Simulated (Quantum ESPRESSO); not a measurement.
# Voltage at the next charge: Ni(100), 5 layers against an electrode

Method. Quantum ESPRESSO 7.5, PBE, GBRV ultrasoft; ESM with bc3, a metal electrode 6.02 Å above the top atoms; cell area 6.195 Å²; ions fixed. V is the potential energy of an electron at the electrode over the slab's Fermi level, divided by e, so that it equals the work function at zero charge; positive charge removes electrons.

| charge (e a cell) | V (V) |
| --- | --- |
| 0 | 4.902 |
| 0.0093 | 6.111 |
| 0.0186 | 7.334 |

To predict: What is V at a charge of 0.0372 e, and what capacitance do the rows imply?

**Fit.** The last two rows give dV/dq = (7.334 − 6.111)/(0.0186 − 0.0093) = 131.5 V/e, so C = 1602/(6.195 × 131.5) = 1.97 µF/cm², an effective gap of 8.854/1.97 = 4.50 Å. At constant C, V = 7.334 + 131.5 × 0.0186 = 9.78 V.

What the calculation gave: V = 9.813 V; the estimate misses by −0.03 V, 1.3 % of the step. Over the three intervals C goes 1.99, 1.97 and 1.94 µF/cm².

**Limits.** Vacuum fills the gap; a dielectric or electrolyte would change C. The slab is thin.
